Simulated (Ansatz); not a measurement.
# LaBeSi3: relaxing a made-up structure

This structure for LaBeSi3 is made up. Its elements were placed in a known structure type with a cell scaled to their sizes. What cell does the guess relax to, and how far off was it?

Main program and level: Ansatz 0.2.0; DFT, r2SCAN, plane-wave PAW, files of the set soft_1, scalar-relativistic, no spin, cell and ions relaxed at zero pressure; PAW set soft_1.

### Step 1. Starting point

The structure is tetragonal, space group I4mm (No. 107). Conventional cell: a = 4.111 Å, b = 4.111 Å, c = 9.863 Å, α = 90.00°, β = 90.00°, γ = 90.00°. Nearest to La lie 12 Si at 2.98 to 3.29 Å and 5 Be at 3.31 to 3.35 Å. Nearest to Si lie 2 Be at 2.28 Å and 6 Si at 2.66 to 2.91 Å and 4 La at 3.13 to 3.29 Å. Si has 1 Be at 2.25 Å and 4 Si at 2.66 Å and 4 La at 2.98 Å nearest. Nearest to Be lie 5 Si at 2.25 to 2.28 Å and 5 La at 3.31 to 3.35 Å. Farther neighbours are not listed.

### Step 2. Relaxing cell and atoms

The guess takes its coordinates from another compound and its volume from a rule, so the cell and any free coordinates are relaxed together.

The input, input.yaml:

```yaml
crystal:
  lattice:
    - [-2.0555, 2.0555, 4.9315]
    - [2.0555, -2.0555, 4.9315]
    - [2.0555, 2.0555, -4.9315]
  atoms:
    - { symbol: La, position: [0.0009, 0.0009, 0.0] }
    - { symbol: Si, position: [0.7618, 0.2618, 0.5] }
    - { symbol: Si, position: [0.2618, 0.7618, 0.5] }
    - { symbol: Si, position: [0.4328, 0.4328, 0.0] }
    - { symbol: Be, position: [0.6611, 0.6611, 0.0] }
kpoints:
  mp_grid: { grid: [9, 9, 9] }
scf:
  occupations: { method: fermi_dirac, width: 0.05 }
hamiltonian:
  xc: r2scan
  pseudopotentials: { kind: paw, azcp: { folder: soft_1 } }
relax:
  f_tol: 0.015
  max_steps: 70
  cell: {}
output:
  forces: true
  stress: true
```

Command:

```bash
ansatz run input.yaml --threads 4 --pin off --max-ram 8192MiB --backend cpu --events-out ev --progress --plain --runs-dir out
```

Numbers of over 12 decimals in the logs are rounded to 6 here.

Log:

```text
Engine: ansatz 0.2.0, aarch64-unknown-linux-gnu
Pseudopotentials: kind: paw
Pseudopotential: La, paw, valence charge 11, recommended cutoff 500 eV (meta_gga), soft_1/La.paw.azcp
Pseudopotential: Si, paw, valence charge 4, recommended cutoff 500 eV (meta_gga), soft_1/Si.paw.azcp
Pseudopotential: Be, paw, valence charge 2, recommended cutoff 500 eV (meta_gga), soft_1/Be.paw.azcp
Functional definition: r2SCAN
  parameter k0 = 0.174
  parameter k1 = 0.065
  parameter a1 = 4.9479
  exchange = r2scan_x(k0 = k0, k1 = k1, a1 = a1)
  correlation = r2scan_c
Crystal: 5 atoms, lattice volume = 83.344 Å³
Basis set: ecut = 500 eV, 2129 PW (Γ), exchange–correlation on 180×180×180 points (64 copies of the dense FFT grid, shifted against one another)
Bands: 18, of which v1, the nominal top of the filled ones, is band 13 counted from 1 (12 counted from 0)
Symmetry: 8 space group operations
Space group: I4mm (ITA 107), of the structure as read, at distance tolerance 4.4e-5 Å
k-points: 75 of 729 (time reversal used)
Non-local potential: La, projectors of the file, l = 0: 3, l = 1: 2, l = 2: 2, l = 3: 3
Non-local potential: Si, projectors of the file, l = 0: 2, l = 1: 2, l = 2: 1
Non-local potential: Be, projectors of the file, l = 0: 2, l = 1: 2, l = 2: 1
PAW form: soft (Blöchl's): semilocal exchange-correlation on the pseudo side does not see the compensation charge
PAW frozen core: La, regenerated for the run's functional (the file was generated under x = pbe(κ = 0.804, μ = 0.219515), c = pbe(β = 0.066725))
PAW frozen core: Si, regenerated for the run's functional (the file was generated under x = pbe(κ = 0.804, μ = 0.219515), c = pbe(β = 0.066725))
PAW frozen core: Be, regenerated for the run's functional (the file was generated under x = pbe(κ = 0.804, μ = 0.219515), c = pbe(β = 0.066725))
PAW one-centre angular grid: La, 974 points (default); XC on 160 Gauss nodes
PAW one-centre angular grid: Si, 302 points (default); XC on 160 Gauss nodes
PAW one-centre angular grid: Be, 302 points (default); XC on 224 Gauss nodes
Initial density: superposition of atomic densities (chi_scale 0.1, normalization cell, long waves kept (reshape's long-wave potential 0.00 eV rms))
Initial wavefunctions: pseudopotential atomic-orbital guess
Functional: x = r2scan, c = r2scan; τ floored in thin density (d = 2e-4 eV/Å³)
SCF iter   1: F=—  HF=-8276.411262 eV  |F-HF|=—  |Δ(HF+E_count)|=         —  Δρ=3.28e-2  dr2=2.15e0  dr2_τ=5.73e-2  ethr=3.10e-3  ⟨swp⟩=6.5  Hψ=8510  notcnv=0
preconditioner: auto → Kerker (q_TF=auto, 2.232 Å⁻¹)  [metal: Δε(μ)=0.010 eV  Ē_g=9.995 eV  σ=0.050 eV  W_gap=0.05  n_scr=14 (ndim 8)  ℏωp=19.5 eV  f_vac=0.000  D(μ)=1.95/eV (n_scr^D=10)]
SCF iter   2: F=—  HF=-8276.262531 eV  |F-HF|=—  |Δ(HF+E_count)|=   1.49e-1  Δρ=2.02e-2  dr2=6.37e-1  dr2_τ=1.74e-3  ethr=3.10e-3  ⟨swp⟩=3.4  Hψ=3063  notcnv=0  defer=12
SCF iter   3: F=—  HF=-8276.156978 eV  |F-HF|=—  |Δ(HF+E_count)|=   1.06e-1  Δρ=3.24e-3  dr2=1.30e-2  dr2_τ=1.55e-3  ethr=2.55e-3  ⟨swp⟩=2.8  Hψ=2322  notcnv=0  defer=12
SCF iter   4: F=—  HF=-8276.157621 eV  |F-HF|=—  |Δ(HF+E_count)|=   6.43e-4  Δρ=1.07e-3  dr2=1.25e-3  dr2_τ=1.84e-5  ethr=5.21e-5  ⟨swp⟩=3.0  Hψ=2740  notcnv=0  defer=12
SCF iter   5: F=—  HF=-8276.158320 eV  |F-HF|=—  |Δ(HF+E_count)|=   6.99e-4  Δρ=3.04e-4  dr2=1.14e-4  dr2_τ=1.44e-6  ethr=4.99e-6  ⟨swp⟩=2.0  Hψ=2437  notcnv=0  defer=12
SCF iter   6: F=—  HF=-8276.158442 eV  |F-HF|=—  |Δ(HF+E_count)|=   1.22e-4  Δρ=8.39e-5  dr2=7.20e-6  dr2_τ=1.36e-7  ethr=4.56e-7  ⟨swp⟩=2.0  Hψ=2210  notcnv=0  defer=12
SCF iter   7: F=—  HF=-8276.158474 eV  |F-HF|=—  |Δ(HF+E_count)|=   3.20e-5  Δρ=2.15e-5  dr2=4.68e-7  dr2_τ=4.55e-9  ethr=2.88e-8  ⟨swp⟩=2.0  Hψ=2254  notcnv=0  defer=12
SCF iter   8: F=-8276.158475 eV  HF=-8276.158475 eV  |F-HF|=2.18e-8  |Δ(HF+E_count)|=   9.35e-7  Δρ=5.55e-6  dr2=3.39e-8  dr2_τ=4.11e-10  ethr=4.00e-10  ⟨swp⟩=5.1  Hψ=5174  notcnv=0
SCF 1 converged in 8 iterations: F = -8276.158475 eV  dr2 = 3.39e-8
  greatest PAW one-centre occupation: 0.964 electrons in one spin orbital (limit 2), on the La atom at site 0 (counted from 0), in its partial waves of l = 0
relax step   1: F+E_penalty+E_count = -8276.15847494 eV  Δ(F+E_penalty+E_count) = +0.000e0 eV  max|allowed force component| = 1.517e0 eV/Å  Δτ_max = 0.0000 Å  P = +3.159 GPa  Ω = 83.344 Å³  (8 SCF iters, dr2 threshold 1.00e-7 eV, accepted)
Crystal: 5 atoms, lattice volume = 86.206 Å³
Basis set: ecut = 500 eV, 2201 PW (Γ), exchange–correlation on 180×180×180 points (64 copies of the dense FFT grid, shifted against one another)
Initial density: handed on by an earlier stage of this run
Initial wavefunctions: those handed on with the density
iter 1 solved again at ethr=1.43e-3 eV; its pass at ethr=3.10e-3 eV (dr2=3.58e-1 eV) is discarded
SCF iter   1: F=—  HF=-8276.274825 eV  |F-HF|=—  |Δ(HF+E_count)|=         —  Δρ=1.17e-2  dr2=3.61e-1  dr2_τ=9.71e-2  ethr=1.43e-3  ⟨swp⟩=1.0  Hψ=11770  notcnv=0
preconditioner: auto → Kerker (q_TF=auto, 2.220 Å⁻¹)  [metal: Δε(μ)=0.009 eV  Ē_g=9.999 eV  σ=0.050 eV  W_gap=0.05  n_scr=14 (ndim 8)  ℏωp=19.2 eV  f_vac=0.000  D(μ)=3.79/eV (n_scr^D=32)]
SCF iter   2: F=—  HF=-8276.377360 eV  |F-HF|=—  |Δ(HF+E_count)|=   1.03e-1  Δρ=6.25e-3  dr2=9.42e-2  dr2_τ=7.60e-4  ethr=1.43e-3  ⟨swp⟩=3.0  Hψ=2749  notcnv=0
SCF iter   3: F=—  HF=-8276.361010 eV  |F-HF|=—  |Δ(HF+E_count)|=   1.64e-2  Δρ=1.51e-3  dr2=4.96e-3  dr2_τ=7.34e-5  ethr=3.77e-4  ⟨swp⟩=3.5  Hψ=2416  notcnv=0  defer=3
SCF iter   4: F=—  HF=-8276.361133 eV  |F-HF|=—  |Δ(HF+E_count)|=   1.23e-4  Δρ=6.93e-4  dr2=6.24e-4  dr2_τ=6.30e-6  ethr=1.99e-5  ⟨swp⟩=2.6  Hψ=2339  notcnv=0  defer=4
SCF iter   5: F=—  HF=-8276.361405 eV  |F-HF|=—  |Δ(HF+E_count)|=   2.72e-4  Δρ=1.97e-4  dr2=5.57e-5  dr2_τ=6.27e-7  ethr=2.50e-6  ⟨swp⟩=2.1  Hψ=2242  notcnv=0  defer=4
SCF iter   6: F=—  HF=-8276.361456 eV  |F-HF|=—  |Δ(HF+E_count)|=   5.12e-5  Δρ=4.77e-5  dr2=3.08e-6  dr2_τ=3.98e-8  ethr=2.23e-7  ⟨swp⟩=2.0  Hψ=2195  notcnv=0  defer=4
SCF iter   7: F=-8276.361459 eV  HF=-8276.361459 eV  |F-HF|=1.36e-7  |Δ(HF+E_count)|=   2.55e-6  Δρ=1.42e-5  dr2=2.65e-7  dr2_τ=1.91e-9  ethr=2.00e-9  ⟨swp⟩=4.9  Hψ=5132  notcnv=0
SCF 2 converged in 7 iterations: F = -8276.361459 eV  dr2 = 2.65e-7
relax step   2: F+E_penalty+E_count = -8276.36145902 eV  Δ(F+E_penalty+E_count) = -2.030e-1 eV  max|allowed force component| = 1.003e0 eV/Å  Δτ_max = 0.1639 Å  P = -0.944 GPa  Ω = 86.206 Å³  energy of the carried Pulay correction = -3.789e-4 eV  (7 SCF iters, dr2 threshold 5.00e-7 eV, accepted)
Crystal: 5 atoms, lattice volume = 83.981 Å³
Basis set: ecut = 500 eV, 2137 PW (Γ), exchange–correlation on 180×180×180 points (64 copies of the dense FFT grid, shifted against one another)
iter 1 solved again at ethr=1.14e-3 eV; its pass at ethr=3.10e-3 eV (dr2=2.86e-1 eV) is discarded
SCF iter   1: F=—  HF=-8276.583106 eV  |F-HF|=—  |Δ(HF+E_count)|=         —  Δρ=1.02e-2  dr2=2.89e-1  dr2_τ=1.29e-2  ethr=1.14e-3  ⟨swp⟩=1.0  Hψ=12418  notcnv=0
preconditioner: auto → Kerker (q_TF=auto, 2.229 Å⁻¹)  [metal: Δε(μ)=0.058 eV  Ē_g=10.188 eV  σ=0.050 eV  W_gap=0.27  n_scr=14 (ndim 8)  ℏωp=19.4 eV  f_vac=0.000  D(μ)=1.62/eV (n_scr^D=10)]
SCF iter   2: F=—  HF=-8276.557840 eV  |F-HF|=—  |Δ(HF+E_count)|=   2.53e-2  Δρ=5.98e-3  dr2=9.70e-2  dr2_τ=2.52e-4  ethr=1.14e-3  ⟨swp⟩=3.3  Hψ=2158  notcnv=0
SCF iter   3: F=—  HF=-8276.539598 eV  |F-HF|=—  |Δ(HF+E_count)|=   1.82e-2  Δρ=9.52e-4  dr2=8.57e-4  dr2_τ=4.61e-5  ethr=3.88e-4  ⟨swp⟩=3.2  Hψ=2650  notcnv=0
SCF iter   4: F=—  HF=-8276.540218 eV  |F-HF|=—  |Δ(HF+E_count)|=   6.20e-4  Δρ=4.62e-4  dr2=2.63e-4  dr2_τ=2.66e-6  ethr=3.43e-6  ⟨swp⟩=2.2  Hψ=2621  notcnv=0
SCF iter   5: F=—  HF=-8276.540357 eV  |F-HF|=—  |Δ(HF+E_count)|=   1.39e-4  Δρ=1.34e-4  dr2=2.32e-5  dr2_τ=5.22e-7  ethr=1.05e-6  ⟨swp⟩=2.6  Hψ=2389  notcnv=0
SCF iter   6: F=—  HF=-8276.540364 eV  |F-HF|=—  |Δ(HF+E_count)|=   7.60e-6  Δρ=4.18e-5  dr2=1.67e-6  dr2_τ=2.02e-8  ethr=9.28e-8  ⟨swp⟩=2.4  Hψ=2288  notcnv=0
SCF iter   7: F=-8276.540366 eV  HF=-8276.540366 eV  |F-HF|=6.35e-8  |Δ(HF+E_count)|=   1.23e-6  Δρ=1.08e-5  dr2=1.24e-7  dr2_τ=9.85e-10  ethr=2.00e-9  ⟨swp⟩=5.0  Hψ=4821  notcnv=0
SCF 3 converged in 7 iterations: F = -8276.540366 eV  dr2 = 1.24e-7
relax step   3: F+E_penalty+E_count = -8276.54036571 eV  Δ(F+E_penalty+E_count) = -1.789e-1 eV  max|allowed force component| = 4.019e-1 eV/Å  Δτ_max = 0.1954 Å  P = +3.285 GPa  Ω = 83.981 Å³  energy of the carried Pulay correction = -8.625e-5 eV  (7 SCF iters, dr2 threshold 5.00e-7 eV, accepted)
[...]
relax step   4: F+E_penalty+E_count = -8276.65199263 eV  Δ(F+E_penalty+E_count) = -1.116e-1 eV  max|allowed force component| = 4.830e-1 eV/Å  Δτ_max = 0.0594 Å  P = +1.674 GPa  Ω = 86.571 Å³  energy of the carried Pulay correction = -4.256e-4 eV  (6 SCF iters, dr2 threshold 5.00e-7 eV, accepted)
[...]
relax step   5: F+E_penalty+E_count = -8276.66922567 eV  Δ(F+E_penalty+E_count) = -1.723e-2 eV  max|allowed force component| = 2.036e-1 eV/Å  Δτ_max = 0.0595 Å  P = -0.964 GPa  Ω = 88.344 Å³  energy of the carried Pulay correction = -6.484e-4 eV  (6 SCF iters, dr2 threshold 5.00e-7 eV, accepted)
[...]
relax step   6: F+E_penalty+E_count = -8276.67949334 eV  Δ(F+E_penalty+E_count) = -1.027e-2 eV  max|allowed force component| = 5.432e-2 eV/Å  Δτ_max = 0.0288 Å  P = +0.141 GPa  Ω = 87.563 Å³  energy of the carried Pulay correction = -5.512e-4 eV  (6 SCF iters, dr2 threshold 5.00e-7 eV, accepted)
[...]
relax step   7: F+E_penalty+E_count = -8276.67998087 eV  Δ(F+E_penalty+E_count) = -4.875e-4 eV  max|allowed force component| = 3.591e-3 eV/Å  Δτ_max = 0.0057 Å  P = +0.010 GPa  Ω = 87.603 Å³  energy of the carried Pulay correction = -5.562e-4 eV  (4 SCF iters, dr2 threshold 2.86e-7 eV, accepted)
Initial wavefunctions: pseudopotential atomic-orbital guess (no wavefunctions were taken with the density)
iter 1 solved again at ethr=5.96e-7 eV; its pass at ethr=3.10e-3 eV (dr2=1.49e-4 eV) is discarded
SCF iter   1: F=—  HF=-8276.680487 eV  |F-HF|=—  |Δ(HF+E_count)|=         —  Δρ=9.86e-5  dr2=1.22e-6  dr2_τ=1.83e-6  ethr=5.96e-7  ⟨swp⟩=3.2  Hψ=12188  notcnv=0
preconditioner: auto → Kerker (q_TF=auto, 2.214 Å⁻¹)  [metal: Δε(μ)=0.010 eV  Ē_g=9.943 eV  σ=0.050 eV  W_gap=0.05  n_scr=14 (ndim 8)  ℏωp=19.0 eV  f_vac=0.000  D(μ)=1.60/eV (n_scr^D=10)]
SCF iter   2: F=—  HF=-8276.680501 eV  |F-HF|=—  |Δ(HF+E_count)|=   1.37e-5  Δρ=5.41e-5  dr2=4.59e-7  dr2_τ=2.15e-7  ethr=4.90e-9  ⟨swp⟩=2.0  Hψ=2302  notcnv=0
SCF iter   3: F=—  HF=-8276.680505 eV  |F-HF|=—  |Δ(HF+E_count)|=   3.83e-6  Δρ=4.52e-6  dr2=2.18e-8  dr2_τ=8.08e-10  ethr=1.84e-9  ⟨swp⟩=2.0  Hψ=2305  notcnv=0
SCF iter   4: F=—  HF=-8276.680505 eV  |F-HF|=—  |Δ(HF+E_count)|=   2.26e-8  Δρ=1.27e-6  dr2=1.59e-9  dr2_τ=9.95e-11  ethr=8.74e-11  ⟨swp⟩=2.0  Hψ=2303  notcnv=0
SCF iter   5: F=—  HF=-8276.680505 eV  |F-HF|=—  |Δ(HF+E_count)|=   3.03e-9  Δρ=2.68e-7  dr2=7.77e-11  dr2_τ=4.47e-12  ethr=6.37e-12  ⟨swp⟩=2.0  Hψ=2311  notcnv=0
SCF iter   6: F=-8276.680505 eV  HF=-8276.680505 eV  |F-HF|=7.28e-12  |Δ(HF+E_count)|=  1.31e-10  Δρ=8.77e-8  dr2=6.94e-12  dr2_τ=3.03e-13  ethr=1.00e-12  ⟨swp⟩=4.7  Hψ=4642  notcnv=0
SCF 8 converged in 6 iterations: F = -8276.680505 eV  dr2 = 6.94e-12
relax step   8: F+E_penalty+E_count = -8276.68050466 eV  Δ(F+E_penalty+E_count) = -5.238e-4 eV  max|allowed force component| = 3.542e-3 eV/Å  Δτ_max = 0.0000 Å  P = +0.007 GPa  Ω = 87.603 Å³  stress off target by 2.96e-2 GPa  SCF on the basis re-selected at this cell (its energy is not comparable with the rows above)  (6 SCF iters)
basis re-selected at this cell: Δ(F+E_penalty+E_count) = -5.238e-4 eV, ΔP = -0.003 GPa vs the last step (what re-selecting the basis moved, of the pressure what is left beyond the Pulay correction that the steps carried, after the strain that the cell walked since its last selection, with what the two solves' SCF thresholds leave and, on support functions, any second-order correction that the steps lacked; it is no m [...]
SCF converged after 6 iterations
Free energy (F): -8276.680505 eV
Harris-Foulkes:  -8276.680505 eV  (|F-HF|=7.28e-12)
Internal energy: -8276.667954 eV  (E = F + TS)
E sigma→0 (E₀):  -8276.674229 eV
Entropy (-TS):   -0.012550 eV (-2.510 meV/atom)
Fermi energy:    10.812417 eV
--- Per-component energies (eV) ---
  E_band       = 10.400665
  E_kinetic    = 329.532354
  E_local      = -314.996575  (includes V_loc(G=0)·N_el)
  E_nonlocal   = 156.101811
  E_hartree    = 118.821385
  E_xc         = -313.471896
  E_vxc        = -333.676403  (∫ρ·V_xc dr)
  E_paw        = -7054.226308  (= ΣΔE_a)
  E_vpaw       = -79.075812  (= ΣTr[D̂ρ^β])
  E_aug_tail   = 0.000046  (compensation charges beyond the density's cutoff)
  E_vtau       = 14.872485  (kinetic-family band-sum trace: ∫τ·v_τ [+ j·A + Jᵃ·Aᵃ] dr)
  E_ewald      = -1198.255668
  E_core_change = -0.173103  (= ΣΔE_core)
  E_smearing   = -0.012550  (= −TS)
  E_closure    = -0.000000  (closes the sum)
  Σ components = -8276.680505   (vs F -8276.680505, Δ=0.00e0)
--- Forces (eV/Å), atoms counted from 1 ---
  atom   1  La     0.00000000    -0.00000000     0.00128721
  atom   2  Si     0.00000000     0.00000000     0.00268972
  atom   3  Si    -0.00000000     0.00000000     0.00268972
  atom   4  Si    -0.00000000    -0.00000000    -0.00312489
  atom   5  Be     0.00000000     0.00000000    -0.00354144
  max |Σ_I F_I| component: 3.20e-7 eV/Å
--- Stress (GPa, compression-positive) ---
       -0.004399       0.000000       0.000000
        0.000000      -0.004399       0.000000
        0.000000       0.000000       0.029582
  P = ⅓ Tr σ = 0.0069 GPa (0.069 kbar)
--- Relaxed structure (7 steps of the walk, 7 accepted, 1 SCFs on fresh bases) ---
  F+E_penalty+E_count = -8276.68050466 eV   max|allowed force component| = 3.542e-3 eV/Å   (the final SCF, on the basis selected at the relaxed cell)
  cell:  # Å, volume = 87.6028 Å³
    - [-2.202154, 2.202154, 4.516088]
    - [2.202154, -2.202154, 4.516088]
    - [2.202154, 2.202154, -4.516088]
  atoms:
    - { symbol: La, position: [0.019979, 0.019979, 0] }
    - { symbol: Si, position: [0.770218, 0.270218, 0.500000] }
    - { symbol: Si, position: [0.270218, 0.770218, 0.500000] }
    - { symbol: Si, position: [0.396597, 0.396597, 0] }
    - { symbol: Be, position: [0.661389, 0.661389, 0] }
```

Elapsed: 43 s, on 4 threads of Arm Neoverse V2, shared host; peak memory 0.97 GiB; 2.7 min of CPU time.

Step by step:

```tsv
step	energy less that of the first step (eV)	largest force component (eV/Å)	pressure (GPa)	volume (Å³)
1	0.0000	1.5169	3.16	83.34
2	-0.2030	1.0028	-0.94	86.21
3	-0.3819	0.4019	3.29	83.98
4	-0.4935	0.4830	1.67	86.57
5	-0.5108	0.2036	-0.96	88.34
6	-0.5210	0.0543	0.14	87.56
7	-0.5215	0.0036	0.01	87.60
8*	-0.5220	0.0035	0.01	87.60
```

Relaxation steps marked * repeat the geometry before them on a plane-wave basis chosen anew for their cell, so energy and pressure can jump there.

Forces are held to the 8 operations that the run works with; a distortion that breaks them can't arise in this run.

```tsv
conventional cell, symmetrised	before	after	change
a (Å)	4.111	4.404	+7.1 %
b (Å)	4.111	4.404	+7.1 %
c (Å)	9.863	9.032	-8.4 %
volume (Å³/atom)	16.67	17.52	+5.1 %
```

The atoms that moved most (Å, as changes of fractional coordinates times the final cell):

```tsv
atom	dx	dy	dz	length
Si4	0.000	0.000	-0.327	0.327
La1	0.000	0.000	0.172	0.172
Si3	0.000	0.000	0.076	0.076
Si2	0.000	0.000	0.076	0.076
```

Final coordinates:

```xyz
5
Lattice="-2.2022 2.2022 4.5161 2.2022 -2.2022 4.5161 2.2022 2.2022 -4.5161" Properties=species:S:1:pos:R:3 pbc="T T T"
La    0.0000    0.0000    0.1805
Si    0.0000    2.2022    2.4407
Si    2.2022    0.0000    2.4407
Si    0.0000    0.0000    3.5821
Be    0.0000    0.0000    5.9738
```

This step gave:

```yaml
free_energy: -8276.6805 eV
energy_at_zero_smearing: -8276.6742 eV
smearing_term_ts: 0.01255 eV
fermi_energy: 10.81 eV
electrons: 25
symmetry_operations: 8
pressure: 0.006928 GPa
```

Shortest distances by pair of elements, guess and relaxed (not always the same contact):

```tsv
pair	guess (Å)	relaxed (Å)
Be–Si	2.252	2.392
Si–Si	2.659	2.480
La–Si	2.984	3.153
Be–La	3.309	3.239
La–La	4.111	4.404
```

The relaxation ends with a largest force component of 0.0035 eV/Å and a pressure of 0.01 GPa.

### Step 3. Results

```yaml
space_group_relaxed: I4mm
conventional_cell: a = 4.404, b = 4.404, c = 9.032 Å; α = 90.0°, β = 90.0°, γ = 90.0°
volume_per_atom: 17.52 Å³ (guess 16.67)
```

In words: LaBeSi3 relaxes to I4mm with a = 4.404, b = 4.404 and c = 9.032 Å. The guessed volume was 5 % too small. The space group I4mm was held in the relaxation, so the end point is a stationary structure within it and may be a saddle against distortions or other arrangements. Mesh and cutoff weren't tested. Spin-orbit coupling is left out, which can matter for elements this heavy. No dispersion term is used, so weakly bound directions may come out too long. Nothing here tests whether the compound is stable against decomposition.

[Logs are printed without paths, hosts, clocks, repeated set-up lines and the standing remarks that a program may print on its own settings, such as how far it seeks lower states.]

[Hosts, paths, dates, database ids (printed as entryN), source tags and the programs' standing remarks are cut or masked in the printed files.]
